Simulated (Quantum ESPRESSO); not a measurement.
# Collinear magnetic orders of MnH2O2 (Pyrochroite) with Quantum ESPRESSO

Does MnH2O2 (Pyrochroite) prefer parallel or opposed moments, or none?

Method: PBEsol; plane waves with GBRV 1.5 PBEsol potentials, no spin-orbit coupling, in Quantum ESPRESSO 7.5.

Most raw output is cut from this account.

## 1. The structure

Symmetry: P-3m1, No. 164, trigonal system. Conventional cell: a = 3.250 Å, b = 3.250 Å, c = 4.480 Å, α = 90.00°, β = 90.00°, γ = 120.00°. Nearest to Mn lie 6 O at 2.13 Å. H has 1 O at 0.99 Å nearest. Nearest to O lie 1 H at 0.99 Å and 3 Mn at 2.13 Å. Farther neighbours and most contacts between anions are not listed.

The cell comes from the Crystallography Open Database.

## 2. Start 1: ferro +

The signs are those of the starting moments on the seeded atoms, the atoms that are given a moment.

Input file pw.in:

```
&CONTROL
  calculation = 'scf'
  prefix = 'pwscf'
  outdir = './tmp'
  pseudo_dir = './pseudo'
  disk_io = 'nowf'
/
&SYSTEM
  ibrav = 0
  nat = 5
  ntyp = 3
  ecutwfc = 40
  ecutrho = 280
  nbnd = 25
  occupations = 'smearing'
  smearing = 'fd'
  degauss = 0.00367493
  nspin = 2
  starting_magnetization(1) = 0.3
  starting_magnetization(2) = 0
  starting_magnetization(3) = 0
/
&ELECTRONS
  conv_thr = 1d-08
  electron_maxstep = 150
  mixing_beta = 0.3
/
ATOMIC_SPECIES
Mn     54.9380 mn_pbesol_v1.5.uspp.F.UPF
H       1.0080 h_pbesol_v1.4.uspp.F.UPF
O      15.9990 o_pbesol_v1.2.uspp.F.UPF
CELL_PARAMETERS angstrom
   3.2500000000    0.0000000000    0.0000000000
  -1.6250000000    2.8145825623    0.0000000000
   0.0000000000    0.0000000000    4.4800000000
ATOMIC_POSITIONS crystal
Mn      0.0000000000    0.0000000000    0.0000000000
H       0.3333333333    0.6666666667    0.4460000000
H       0.6666666667    0.3333333333    0.5540000000
O       0.3333333333    0.6666666667    0.2260000000
O       0.6666666667    0.3333333333    0.7740000000
K_POINTS automatic
8 8 4 0 0 0
```

Started as:

```
> OMP_NUM_THREADS=1 mpirun -n 4 pw.x -nk 4 -in pw.in > pw.out
```

Run time: 7.1 s. Hardware: 4 MPI ranks of AMD EPYC 9R14 (Zen 4), shared host; peak memory 0.37 GiB.

Spin moment in the atom's sphere by atom:

```csv
atom,spin moment in the atom's sphere (μB)
Mn1,4.10
H2,0.01
H3,0.01
O4,0.05
O5,0.05
```

Numbers from this step:

```yaml
smearing_term_ts: 6.20e-4 eV
magnetization: 5 μB
absolute_magnetization: 5 μB
final_state: ferromagnetic
```

## 3. Run 2, typed as antiferro q=(0,1/2,1/2) +−

This order needs a doubled cell of 10 atoms. The wavevector q is in fractions of the reciprocal vectors of the crystal's primitive cell, as the cells of these inputs are built from it; moments change sign between cells as cos(2π q·R).

Input file pw.in:

```
&CONTROL
  calculation = 'scf'
  prefix = 'pwscf'
  outdir = './tmp'
  pseudo_dir = './pseudo'
  disk_io = 'nowf'
/
&SYSTEM
  ibrav = 0
  nat = 10
  ntyp = 4
  ecutwfc = 40
  ecutrho = 280
  nbnd = 41
  occupations = 'smearing'
  smearing = 'fd'
  degauss = 0.00367493
  nspin = 2
  starting_magnetization(1) = 0.3
  starting_magnetization(2) = -0.3
  starting_magnetization(3) = 0
  starting_magnetization(4) = 0
/
&ELECTRONS
  conv_thr = 2d-08
  electron_maxstep = 150
  mixing_beta = 0.3
/
ATOMIC_SPECIES
Mn1    54.9380 mn_pbesol_v1.5.uspp.F.UPF
Mn2    54.9380 mn_pbesol_v1.5.uspp.F.UPF
H       1.0080 h_pbesol_v1.4.uspp.F.UPF
O      15.9990 o_pbesol_v1.2.uspp.F.UPF
CELL_PARAMETERS angstrom
   3.2500000000    0.0000000000    0.0000000000
  -3.2500000000    5.6291651246    0.0000000000
  -1.6250000000    2.8145825623    4.4800000000
ATOMIC_POSITIONS crystal
Mn1     0.0000000000    0.0000000000    0.0000000000
Mn2     0.0000000000    0.5000000000    0.0000000000
H       0.3333333333    0.1103333333    0.4460000000
H       0.3333333333    0.6103333333    0.4460000000
H       0.6666666667    0.8896666666    0.5540000000
H       0.6666666667    0.3896666666    0.5540000000
O       0.3333333333    0.2203333334    0.2260000000
O       0.3333333333    0.7203333333    0.2260000000
O       0.6666666667    0.7796666666    0.7740000000
O       0.6666666667    0.2796666666    0.7740000000
K_POINTS automatic
8 4 4 0 0 0
```

Elapsed: 35 s, on 4 MPI ranks; peak memory 0.66 GiB.

Spin moment in the atom's sphere by atom:

```csv
atom,spin moment in the atom's sphere (μB)
Mn1,4.07
Mn2,-4.07
H3,0.00
H4,0.00
H5,0.00
H6,0.00
O7,-0.02
O8,0.02
O9,-0.02
O10,0.02
```

This step gave:

| Quantity | Value |
| --- | --- |
| smearing term TS | 1.52e-4 eV |
| magnetization | 0 μB |
| absolute magnetization | 9.474 μB |
| final state | antiferromagnetic |

## 4. Run 3 (antiferro q=(0,0,1/2) +−)

The cell is doubled to 10 atoms to hold this order.

Input file pw.in:

```
&CONTROL
  calculation = 'scf'
  prefix = 'pwscf'
  outdir = './tmp'
  pseudo_dir = './pseudo'
  disk_io = 'nowf'
/
&SYSTEM
  ibrav = 0
  nat = 10
  ntyp = 4
  ecutwfc = 40
  ecutrho = 280
  nbnd = 41
  occupations = 'smearing'
  smearing = 'fd'
  degauss = 0.00367493
  nspin = 2
  starting_magnetization(1) = 0.3
  starting_magnetization(2) = -0.3
  starting_magnetization(3) = 0
  starting_magnetization(4) = 0
/
&ELECTRONS
  conv_thr = 2d-08
  electron_maxstep = 150
  mixing_beta = 0.3
/
ATOMIC_SPECIES
Mn1    54.9380 mn_pbesol_v1.5.uspp.F.UPF
Mn2    54.9380 mn_pbesol_v1.5.uspp.F.UPF
H       1.0080 h_pbesol_v1.4.uspp.F.UPF
O      15.9990 o_pbesol_v1.2.uspp.F.UPF
CELL_PARAMETERS angstrom
   3.2500000000    0.0000000000    0.0000000000
  -1.6250000000    2.8145825623    0.0000000000
   0.0000000000    0.0000000000    8.9600000000
ATOMIC_POSITIONS crystal
Mn1     0.0000000000    0.0000000000    0.0000000000
Mn2     0.0000000000    0.0000000000    0.5000000000
H       0.3333333333    0.6666666667    0.2230000000
H       0.3333333333    0.6666666667    0.7230000000
H       0.6666666667    0.3333333333    0.2770000000
H       0.6666666667    0.3333333333    0.7770000000
O       0.3333333333    0.6666666667    0.1130000000
O       0.3333333333    0.6666666667    0.6130000000
O       0.6666666667    0.3333333333    0.3870000000
O       0.6666666667    0.3333333333    0.8870000000
K_POINTS automatic
8 8 2 0 0 0
```

Wall time 17 s (4 MPI ranks); peak memory 0.54 GiB; 69 s of CPU time.

Spin moment in the atom's sphere by atom:

```csv
atom,spin moment in the atom's sphere (μB)
Mn1,4.10
Mn2,-4.10
H3,0.00
H4,0.00
H5,0.00
H6,0.00
O7,0.05
O8,-0.05
O9,-0.05
O10,0.05
```

Read from the output:

- smearing term TS: 2.67e-4 eV
- magnetization: 0 μB
- absolute magnetization: 9.883 μB
- final state: antiferromagnetic

## 5. Run 4 (no spin polarisation)

Input file pw.in:

```
&CONTROL
  calculation = 'scf'
  prefix = 'pwscf'
  outdir = './tmp'
  pseudo_dir = './pseudo'
  disk_io = 'nowf'
/
&SYSTEM
  ibrav = 0
  nat = 5
  ntyp = 3
  ecutwfc = 40
  ecutrho = 280
  nbnd = 23
  occupations = 'smearing'
  smearing = 'fd'
  degauss = 0.00367493
/
&ELECTRONS
  conv_thr = 1d-08
  electron_maxstep = 150
  mixing_beta = 0.3
/
ATOMIC_SPECIES
Mn     54.9380 mn_pbesol_v1.5.uspp.F.UPF
H       1.0080 h_pbesol_v1.4.uspp.F.UPF
O      15.9990 o_pbesol_v1.2.uspp.F.UPF
CELL_PARAMETERS angstrom
   3.2500000000    0.0000000000    0.0000000000
  -1.6250000000    2.8145825623    0.0000000000
   0.0000000000    0.0000000000    4.4800000000
ATOMIC_POSITIONS crystal
Mn      0.0000000000    0.0000000000    0.0000000000
H       0.3333333333    0.6666666667    0.4460000000
H       0.6666666667    0.3333333333    0.5540000000
O       0.3333333333    0.6666666667    0.2260000000
O       0.6666666667    0.3333333333    0.7740000000
K_POINTS automatic
8 8 4 0 0 0
```

It took 4.7 s on 4 MPI ranks; peak memory 0.33 GiB; 18 s of CPU time.

Read from the output:

```
smearing term TS : 0.08177 eV
final state      : non-magnetic (no spin polarisation)
```

## 6. Ranking

An order is kept where moments of 0.15 μB or more survive with the typed signs; meshes match where a doubled cell samples the same k points as the first cell.

Orders:

```csv
start,final state,typed order kept,energy over the lowest (meV a seeded atom),largest site moment (μB),net moment (μB a cell of the first run),mesh matched,CPU time (s)
ferro +,ferromagnetic,yes,37.42,4.104,5,yes,27.34
"antiferro q=(0,1/2,1/2) +-",antiferromagnetic,yes,0,4.069,0,no,137.6
"antiferro q=(0,0,1/2) +-",antiferromagnetic,yes,32.53,4.1,0,yes,68.68
no spin polarisation,non-magnetic,-,1961,0,0,yes,17.77
```

## 7. What came out

```json
{"lowest state found": "antiferromagnetic (from antiferro q=(0,1/2,1/2) +-)", "largest site moment": "4.07 μB", "next state with moments": "antiferromagnetic, 32.5 meV a seeded atom higher", "state without moments": "1961 meV a seeded atom higher"}
```

What this shows: Forming the moments gains more than four times the spread of the orders, as local moments do. The k meshes of the cells are not all equivalent, which blurs small differences. This is the lowest of 4 collinear or spinless starts, no proof of the ground state. No Hubbard term acts here. In such compounds local and semilocal functionals without one often delocalise the d electrons, and can shrink or lose moments and miss the size, sign and order of the couplings.

[Logs and program files are shortened in this print: banners, set-up blocks, solver, clock and traceback lines can be left out without a mark of their own.]

[Logs are printed without paths, hosts, clocks, repeated set-up lines and the standing remarks that a program may print on its own settings, such as how far it seeks lower states.]

[Hosts, paths, dates, database ids (printed as entryN), source tags and the programs' standing remarks are cut or masked in the printed files.]

[Where a cell is said to come from a database of computed structures, the database is the Materials Project.]
